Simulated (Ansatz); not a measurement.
# AlNi (Pm-3m): thermal expansion from first principles

Aim: the lattice, expansion, heat capacity and bulk modulus of AlNi as it warms.

Experimental results on record:
- heat capacity C_P per formula unit 45.9 J/mol/K near room temperature (given in “High-Throughput Prediction of Finite-Temperature Properties using the Quasi-Harmonic Approximation”, 2016, arXiv:1603.06924)

Method: DFT PBEsol, scalar-relativistic, plane waves, PAW, in the first sound run; inputs show where later runs differ, in Ansatz 0.2.0.

The database entry behind the starting cell differs from later determinations by our own check (about 0.2 % short), so it need not match the best structure at ambient conditions.

## Step 1: The starting structure

Symmetry: Pm-3m, No. 221, cubic system. Conventional cell: a = 2.881 Å, b = 2.881 Å, c = 2.881 Å, α = 90.00°, β = 90.00°, γ = 90.00°. Al has 8 Ni at 2.50 Å nearest. Nearest to Ni lie 8 Al at 2.50 Å. Farther neighbours are not listed.

Coordinates:

```cif
data_structure
_symmetry_space_group_name_H-M 'Pm-3m'
_symmetry_Int_Tables_number 221
_cell_length_a 2.8810
_cell_length_b 2.8810
_cell_length_c 2.8810
_cell_angle_alpha 90.000
_cell_angle_beta 90.000
_cell_angle_gamma 90.000
_cell_volume 23.91
loop_
_atom_site_label
_atom_site_type_symbol
_atom_site_symmetry_multiplicity
_atom_site_Wyckoff_symbol
_atom_site_fract_x
_atom_site_fract_y
_atom_site_fract_z
_atom_site_occupancy
Al1 Al 1 a 0.00000 0.00000 0.00000 1
Ni1 Ni 1 b 0.50000 0.50000 0.50000 1
```

## Step 2: A first coarse run

A cheap single point shows whether the cell is a metal or an insulator and how far it is from rest; that sets the k-mesh and the occupations of what follows.

input.yaml

```yaml
crystal:
  lattice:
    - [2.881, 0.0, 0.0]
    - [0.0, 2.881, 0.0]
    - [0.0, 0.0, 2.881]
  atoms:
    - { symbol: Al, position: [0.0, 0.0, 0.0] }
    - { symbol: Ni, position: [0.5, 0.5, 0.5] }
kpoints:
  mp_grid: { grid: [6, 6, 6] }
hamiltonian:
  xc: pbesol
scf:
  occupations: { method: gaussian, width: 0.1 }
  lower_state_search: "off"
output:
  forces: true
  stress: true
  eigenvalues: true
```

The run is started by

```bash
$ ansatz run input.yaml --threads 8 --pin off --max-ram 16384MiB --backend cpu --events-out ev --progress --plain --runs-dir out
```

Numbers of over 12 decimals in the logs are rounded to 6 here.

The log of the run:

```text
Engine: ansatz 0.2.0, aarch64-unknown-linux-gnu
Pseudopotentials: kind: paw
Pseudopotential: Al, paw, valence charge 3, recommended cutoff 420 eV (normal), Al.paw.azcp
Pseudopotential: Ni, paw, valence charge 18, recommended cutoff 420 eV (normal), Ni.paw.azcp
Functional definition: PBEsol
  exchange = pbesol_x
  correlation = pbesol_c
Crystal: 2 atoms, lattice volume = 23.913 Å³
Basis set: ecut = 420 eV, 461 PW (Γ), exchange–correlation on 40×40×40 points (8 copies of the dense FFT grid, shifted against one another)
Bands: 15, of which v1, the nominal top of the filled ones, is band 11 counted from 1 (10 counted from 0)
Symmetry: 48 space group operations
Space group: Pm-3m (ITA 221), of the structure as read, at distance tolerance 2.9e-5 Å
k-points: 20 of 216
Non-local potential: Al, projectors of the file, l = 0: 2, l = 1: 2, l = 2: 1
Non-local potential: Ni, projectors of the file, l = 0: 3, l = 1: 2, l = 2: 3, l = 3: 1
PAW form: soft (Blöchl's): semilocal exchange-correlation on the pseudo side does not see the compensation charge
PAW frozen core: Al, regenerated for the run's functional, and the local potential with it (the file was generated under x = pbe(κ = 0.804, μ = 0.219515), c = pbe(β = 0.066725))
PAW frozen core: Ni, regenerated for the run's functional, and the local potential with it (the file was generated under x = pbe(κ = 0.804, μ = 0.219515), c = pbe(β = 0.066725))
PAW one-centre angular grid: Al, 110 points (default); XC on 64 Gauss nodes
PAW one-centre angular grid: Ni, 590 points (default); XC on 64 Gauss nodes
Initial density: superposition of atomic densities (neutral atoms: chi_scale 0, normalization atom), corrected by the library's trained network
Initial wavefunctions: pseudopotential atomic-orbital guess
Functional: x = pbesol(κ = 0.804, μ = 0.123457), c = pbesol(β = 0.046)
SCF iter   1: F=—  HF=-6330.841104 eV  |F-HF|=—  |Δ(HF+E_count)|=         —  Δρ=2.01e-2  dr2=5.80e-2  ethr=1.77e-3  ⟨swp⟩=4.8  Hψ=1385  notcnv=0
preconditioner: auto → none  [insulator: Δε(μ)=0.294 eV  Ē_g=9.640 eV  σ=0.100 eV  W_gap=0.57  n_scr=6 (ndim 8)  ℏωp=27.4 eV  f_vac=0.000  D(μ)=1.43/eV (n_scr^D=18)  ε∞_Penn≈9.1]
SCF iter   2: F=—  HF=-6330.833469 eV  |F-HF|=—  |Δ(HF+E_count)|=   7.63e-3  Δρ=3.21e-3  dr2=2.07e-3  ethr=2.76e-4  ⟨swp⟩=1.9  Hψ=530  notcnv=0  defer=6
SCF iter   3: F=—  HF=-6330.833249 eV  |F-HF|=—  |Δ(HF+E_count)|=   2.20e-4  Δρ=1.04e-3  dr2=2.16e-4  ethr=9.85e-6  ⟨swp⟩=1.1  Hψ=296  notcnv=0  defer=7
SCF iter   4: F=—  HF=-6330.833229 eV  |F-HF|=—  |Δ(HF+E_count)|=   2.07e-5  Δρ=3.96e-5  dr2=9.92e-8  ethr=1.03e-6  ⟨swp⟩=1.4  Hψ=318  notcnv=0  defer=7
SCF iter   5: F=—  HF=-6330.833219 eV  |F-HF|=—  |Δ(HF+E_count)|=   9.59e-6  Δρ=1.05e-5  dr2=3.59e-8  ethr=4.72e-10  ⟨swp⟩=2.1  Hψ=511  notcnv=0  defer=7
SCF iter   6: F=-6330.833219 eV  HF=-6330.833219 eV  |F-HF|=4.26e-10  |Δ(HF+E_count)|=   7.95e-9  Δρ=1.24e-6  dr2=5.78e-10  ethr=1.71e-10  ⟨swp⟩=3.3  Hψ=1021  notcnv=0
SCF 1 converged in 6 iterations: F = -6330.833219 eV  dr2 = 5.78e-10
  greatest PAW one-centre occupation: 1.001 electrons in one spin orbital (limit 2), on the Ni atom at site 1 (counted from 0), in its partial waves of l = 1
SCF converged after 6 iterations
Free energy (F): -6330.833219 eV
Harris-Foulkes:  -6330.833219 eV  (|F-HF|=4.26e-10)
Internal energy: -6330.825977 eV  (E = F + TS)
E sigma→0 (E₀):  -6330.829598 eV
Entropy (-TS):   -0.007242 eV (-3.621 meV/atom)
Fermi energy:    13.895620 eV
--- Per-component energies (eV) ---
  E_band       = -337.788262
  E_kinetic    = 311.318324
  E_local      = -4445.961482  (includes V_loc(G=0)·N_el)
  E_nonlocal   = 648.692843
  E_hartree    = 1910.851053
  E_xc         = -125.557258
  E_vxc        = -140.686827  (∫ρ·V_xc dr)
  E_paw        = -2052.771973  (= ΣΔE_a)
  E_vpaw       = -532.855259  (= ΣTr[D̂ρ^β])
  E_aug_tail   = 0.000464  (compensation charges beyond the density's cutoff)
  E_ewald      = -2577.614375
  E_core_change = 0.216428  (= ΣΔE_core)
  E_smearing   = -0.007242  (= −TS)
  E_closure    = -0.000000  (closes the sum)
  Σ components = -6330.833219   (vs F -6330.833219, Δ=0.00e0)
--- Forces (eV/Å), atoms counted from 1 ---
  atom   1  Al    -0.00000000     0.00000000    -0.00000000
  atom   2  Ni     0.00000000     0.00000000    -0.00000000
  max |Σ_I F_I| component: 9.99e-29 eV/Å
--- Stress (GPa, compression-positive) ---
       -2.990155       0.000000       0.000000
        0.000000      -2.990155       0.000000
        0.000000       0.000000      -2.990155
  P = ⅓ Tr σ = -2.9902 GPa (-29.902 kbar)
--- Band table (eV; the first three rows and the last of 20) ---
  k-point 0: bands = [... 7 lower, 12.2996, 12.2996, 12.2996, 19.3223, 19.3223, 19.3223, 21.9639, 21.9639]
  k-point 1: bands = [... 7 lower, 12.0992, 12.0992, 12.3219, 16.2385, 19.9757, 19.9757, 21.9908, 24.4382]
  k-point 2: bands = [... 7 lower, 11.7473, 11.7473, 12.3668, 13.6885, 21.6988, 21.6988, 22.0576, 26.3635]
  k-point 19: bands = [... 7 lower, 12.8585, 12.8585, 15.7958, 15.7958, 15.7958, 17.5639, 18.3266, 18.3266]
```

Elapsed: 0.35 s, on 8 threads of Arm Neoverse V1, shared host; peak memory 0.28 GiB; 1.1 s of CPU time.

This run has no spin polarisation, although Ni can carry a moment.

This step gave:

```yaml
pressure: -2.990 GPa
volume_per_atom: 11.96 Å³/atom
gap_on_the_k_mesh: 0 eV
```

The start is under -3.0 GPa at this level and looks like a metal on this mesh.

## Step 3: Finding the static equilibrium

Phonons are second derivatives about a minimum, so cell and atoms are relaxed first, inside the symmetry of the start.

input.yaml, the sections that differ from step 2:

```yaml
kpoints:
  mp_grid: { grid: [14, 14, 14] }
output:
  forces: true
  stress: true
  eigenvalues: true
  write_density: true
  write_potential: true
  elf: true
  volumetric_format: npy
relax:
  adjacent_minimum: "off"
  f_tol: 0.005
  max_steps: 80
  cell: { stress_tol: 0.05 }
# crystal, hamiltonian, scf: as in step 2
```

The log of the run:

```text
[...]
Crystal: 2 atoms, lattice volume = 23.913 Å³
Basis set: ecut = 420 eV, 461 PW (Γ), exchange–correlation on 40×40×40 points (8 copies of the dense FFT grid, shifted against one another)
Bands: 15, of which v1, the nominal top of the filled ones, is band 11 counted from 1 (10 counted from 0)
Symmetry: 48 space group operations
[...]
k-points: 120 of 2744
[...]
SCF iter   1: F=—  HF=-6330.865888 eV  |F-HF|=—  |Δ(HF+E_count)|=         —  Δρ=1.84e-2  dr2=4.73e-2  ethr=1.77e-3  ⟨swp⟩=4.7  Hψ=8209  notcnv=0
[...]
SCF iter   6: F=-6330.859458 eV  HF=-6330.859458 eV  |F-HF|=1.07e-10  |Δ(HF+E_count)|=   1.53e-9  Δρ=7.41e-7  dr2=1.15e-10  ethr=1.40e-10  ⟨swp⟩=6.3  Hψ=9710  notcnv=0
SCF 1 converged in 6 iterations: F = -6330.859458 eV  dr2 = 1.15e-10
[...]
relax step   1: F+E_penalty+E_count = -6330.85945793 eV  Δ(F+E_penalty+E_count) = +0.000e0 eV  max|allowed force component| = 7.192e-29 eV/Å  Δτ_max = 0.0000 Å  P = -3.231 GPa  Ω = 23.913 Å³  (6 SCF iters, dr2 threshold 1.00e-7 eV, accepted)
Crystal: 2 atoms, lattice volume = 23.630 Å³
[...]
iter 1 solved again at ethr=1.84e-6 eV; its pass at ethr=3.10e-3 eV (dr2=3.87e-4 eV) is discarded
[...]
SCF iter   6: F=-6330.863568 eV  HF=-6330.863568 eV  |F-HF|=1.82e-12  |Δ(HF+E_count)|=  6.37e-12  Δρ=2.59e-8  dr2=1.20e-13  ethr=1.00e-12  ⟨swp⟩=4.2  Hψ=7925  notcnv=0
SCF 2 converged in 6 iterations: F = -6330.863568 eV  dr2 = 1.20e-13
relax step   2: F+E_penalty+E_count = -6330.86356790 eV  Δ(F+E_penalty+E_count) = -4.110e-3 eV  max|allowed force component| = 5.292e-30 eV/Å  Δτ_max = 0.0000 Å  P = -1.283 GPa  Ω = 23.630 Å³  energy of the carried Pulay correction = +1.030e-4 eV  (6 SCF iters, dr2 threshold 2.00e-7 eV, accepted)
Crystal: 2 atoms, lattice volume = 23.447 Å³
[...]
SCF iter   6: F=-6330.864348 eV  HF=-6330.864348 eV  |F-HF|=3.64e-12  |Δ(HF+E_count)|=  1.18e-11  Δρ=8.36e-8  dr2=7.66e-13  ethr=1.00e-12  ⟨swp⟩=4.2  Hψ=7989  notcnv=0
SCF 3 converged in 6 iterations: F = -6330.864348 eV  dr2 = 7.66e-13
relax step   3: F+E_penalty+E_count = -6330.86434759 eV  Δ(F+E_penalty+E_count) = -7.797e-4 eV  max|allowed force component| = 5.308e-30 eV/Å  Δτ_max = 0.0000 Å  P = +0.042 GPa  Ω = 23.447 Å³  energy of the carried Pulay correction = +1.701e-4 eV  (6 SCF iters, dr2 threshold 2.00e-7 eV, accepted)
[...]
SCF iter   6: F=-6330.864184 eV  HF=-6330.864184 eV  |F-HF|=1.82e-12  |Δ(HF+E_count)|=  1.82e-12  Δρ=9.89e-9  dr2=2.32e-14  ethr=1.00e-12  ⟨swp⟩=3.1  Hψ=6541  notcnv=0
SCF 4 converged in 6 iterations: F = -6330.864184 eV  dr2 = 2.32e-14
relax step   4: F+E_penalty+E_count = -6330.86418373 eV  Δ(F+E_penalty+E_count) = +1.639e-4 eV  max|allowed force component| = 5.670e-31 eV/Å  Δτ_max = 0.0000 Å  P = +0.036 GPa  Ω = 23.447 Å³  stress off target by 3.61e-2 GPa  SCF on the basis re-selected at this cell (its energy is not comparable with the rows above)  (6 SCF iters)
basis re-selected at this cell: Δ(F+E_penalty+E_count) = +1.639e-4 eV, ΔP = -0.006 GPa vs the last step (what re-selecting the basis moved, of the pressure what is left beyond the Pulay correction that the steps carried, after the strain that the cell walked since its last selection, with what the two solves' SCF thresholds leave and, on support functions, any second-order correction that the steps lacked; it is no m [...]
SCF converged after 6 iterations
Free energy (F): -6330.864184 eV
[...]
Internal energy: -6330.859096 eV  (E = F + TS)
E sigma→0 (E₀):  -6330.861640 eV
Entropy (-TS):   -0.005088 eV (-2.544 meV/atom)
Fermi energy:    14.164011 eV
[...]
--- Stress (GPa, compression-positive) ---
        0.036099       0.000000       0.000000
        0.000000       0.036099       0.000000
        0.000000       0.000000       0.036099
  P = ⅓ Tr σ = 0.0361 GPa (0.361 kbar)
--- Band table (eV; the first three rows and the last of 120) ---
  k-point 0: bands = [... 7 lower, 12.6177, 12.6177, 12.6177, 19.7445, 19.7445, 19.7445, 22.3693, 22.3693]
  k-point 1: bands = [... 7 lower, 12.5752, 12.5752, 12.6223, 18.7601, 19.8706, 19.8706, 22.3726, 23.2591]
  k-point 2: bands = [... 7 lower, 12.4605, 12.4605, 12.6351, 17.1522, 20.2367, 20.2367, 22.3824, 24.5404]
  k-point 119: bands = [... 7 lower, 13.1947, 13.1947, 16.1205, 16.1205, 16.1205, 18.0723, 18.7586, 18.7586]
--- Relaxed structure (3 steps of the walk, 3 accepted, 1 SCFs on fresh bases) ---
  F+E_penalty+E_count = -6330.86418373 eV   max|allowed force component| = 5.670e-31 eV/Å   (the final SCF, on the basis selected at the relaxed cell)
  cell:  # Å, volume = 23.4468 Å³
    - [2.862166, 0.0, 0]
    - [0, 2.862166, 0.0]
    - [0, 0.0, 2.862166]
  atoms:
    - { symbol: Al, position: [0, 0, 0] }
    - { symbol: Ni, position: [0.5, 0.5, 0.5] }
```

Run time: 2.2 s. Hardware: 8 threads; peak memory 0.37 GiB.

The steps of the relaxation:

```tsv
step	energy less that of the first step (eV)	largest force component (eV/Å)	pressure (GPa)	volume (Å³)
1	0.0000	0.0000	-3.23	23.91
2	-0.0041	0.0000	-1.28	23.63
3	-0.0049	0.0000	0.04	23.45
4*	-0.0047	0.0000	0.04	23.45
```

Relaxation steps marked * repeat the geometry before them on a plane-wave basis chosen anew for their cell, so energy and pressure can jump there.

Forces are held to the 48 operations that the run works with; a distortion that breaks them can't arise in this run.

```tsv
conventional cell, symmetrised	before	after	change
a (Å)	2.881	2.862	-0.7 %
b (Å)	2.881	2.862	-0.7 %
c (Å)	2.881	2.862	-0.7 %
volume (Å³/atom)	11.96	11.72	-1.9 %
```

Final coordinates:

```xyz
2
Lattice="2.8622 0.0000 0.0000 0.0000 2.8622 0.0000 0.0000 0.0000 2.8622" Properties=species:S:1:pos:R:3 pbc="T T T"
Al    0.0000    0.0000    0.0000
Ni    1.4311    1.4311    1.4311
```

This step gave:

| Property | Result |
| --- | --- |
| pressure | 0.03610 GPa |
| volume per atom | 11.72 Å³/atom |

ELF in the ac plane at fractional y = 0.500, with atoms of Ni within 0.2 Å of it. It is the smooth field of the valence electrons, not physical close to the nuclei.

Ten even steps from '0' (0.18) to '9' (0.66):
```
666543222234566
665421000012456
554200000000245
542000111100024
431001233210013
320012577521002
320013799731002
320013799731002
320012577521002
431001233210013
542000111100024
554200000000245
665421000012456
666543222234566
666554333345566
```
Columns run along a (2.9 Å), rows up along c (2.9 Å). Atoms in or near the plane, at fractional coordinates: Ni at (0.50, 0.50).

Valence density in the ac plane at fractional y = 0.500, with atoms of Ni within 0.2 Å of it. It is the smooth field of the valence electrons, not physical close to the nuclei.

Values in e/Å³, 15 rows by 15 columns:
```
 0  0  0  0  0  0  0  0  0  0  0  0  0  0  0
 0  0  0  0  0  0  0  0  0  0  0  0  0  0  0
 0  0  0  0  0  0  1  1  1  1  0  0  0  0  0
 0  0  0  0  1  1  2  2  2  2  1  1  0  0  0
 0  0  0  0  1  2  5  8  8  5  2  1  0  0  0
 0  0  0  1  2  5 14 25 25 14  5  2  1  0  0
 0  0  0  1  2  8 25 47 47 25  8  2  1  0  0
 0  0  0  1  2  8 25 47 47 25  8  2  1  0  0
 0  0  0  1  2  5 14 25 25 14  5  2  1  0  0
 0  0  0  0  1  2  5  8  8  5  2  1  0  0  0
 0  0  0  0  1  1  2  2  2  2  1  1  0  0  0
 0  0  0  0  0  0  1  1  1  1  0  0  0  0  0
 0  0  0  0  0  0  0  0  0  0  0  0  0  0  0
 0  0  0  0  0  0  0  0  0  0  0  0  0  0  0
 0  0  0  0  0  0  0  0  0  0  0  0  0  0  0
```
Columns run along a (2.9 Å), rows up along c (2.9 Å). Atoms in or near the plane, at fractional coordinates: Ni at (0.50, 0.50).

Electrostatic potential energy in the ac plane at fractional y = 0.500, with atoms of Ni within 0.2 Å of it. With pseudopotentials it is smooth inside the atoms' cores, unlike the true potential.

Ten even steps from '0' (-55 eV) to '9' (16 eV):
```
999999999999999
999999999999999
999999877899999
999987544578999
999974322347999
999853000035899
999742000024799
999742000024799
999853000035899
999974322347999
999987544578999
999999877899999
999999999999999
999999999999999
999999999999999
```
Columns run along a (2.9 Å; values clipped at the 3rd and 97th percentile), rows up along c (2.9 Å). Atoms in or near the plane, at fractional coordinates: Ni at (0.50, 0.50).

The relaxation ends with a pressure of 0.04 GPa.

## Step 4: Tight relaxation

The relaxation is repeated with tighter thresholds on force and stress, since phonons are sensitive to what is left; a change of mesh or smearing in the input moves the cell too.

input.yaml

```yaml
crystal:
  lattice:
    - [2.8621655257, 0.0, 0.0]
    - [0.0, 2.8621655257, 0.0]
    - [0.0, 0.0, 2.8621655257]
  atoms:
    - { symbol: Al, position: [0.0, 0.0, 0.0] }
    - { symbol: Ni, position: [0.5, 0.5, 0.5] }
kpoints:
  mp_grid: { grid: [16, 16, 16] }
hamiltonian:
  xc: pbesol
scf:
  occupations: { method: methfessel_paxton, width: 0.2 }
  lower_state_search: "off"
output:
  forces: true
  stress: true
  eigenvalues: true
relax:
  adjacent_minimum: "off"
  f_tol: 0.001
  max_steps: 60
  cell: { stress_tol: 0.01 }
```

The log of the run:

```text
[...]
Crystal: 2 atoms, lattice volume = 23.447 Å³
Basis set: ecut = 420 eV, 461 PW (Γ), exchange–correlation on 40×40×40 points (8 copies of the dense FFT grid, shifted against one another)
Bands: 15, of which v1, the nominal top of the filled ones, is band 11 counted from 1 (10 counted from 0)
Symmetry: 48 space group operations
[...]
k-points: 165 of 4096
[...]
k-point 164: bands = [... 7 lower, 13.2014, 13.2014, 16.1234, 16.1234, 16.1234, 18.0750, 18.7631, 18.7631]
--- Relaxed structure (3 steps of the walk, 3 accepted, 1 SCFs on fresh bases) ---
[...]
cell:  # Å, volume = 23.4433 Å³
    - [2.862022, 0, 0]
    - [0, 2.862022, 0]
    - [0, 0, 2.862022]
  atoms:
    - { symbol: Al, position: [0, 0, 0] }
    - { symbol: Ni, position: [0.5, 0.5, 0.5] }
[key lines of the parts left out:]
SCF converged after 8 iterations
Free energy (F): -6330.863873 eV
Fermi energy:    14.191499 eV
P = ⅓ Tr σ = -0.0002 GPa (-0.002 kbar)
```

Elapsed: 2.4 s, on 8 threads; peak memory 0.39 GiB; 14 s of CPU time.

Little changed from the start: no atom moved by 0.005 Å and no cell edge by 0.1 %.

Numbers from this step:

```yaml
pressure: -1.69e-4 GPa
```

The residual pressure is -1.7e-4 GPa, small enough for phonons.

[end of part 1 of 3]

[Logs are printed without paths, hosts, clocks, repeated set-up lines and the standing remarks that a program may print on its own settings, such as how far it seeks lower states.]

[Hosts, paths, dates, database ids (printed as entryN), source tags and the programs' standing remarks are cut or masked in the printed files.]

[A step with changed settings may run another functional than the one named; its input shows which.]
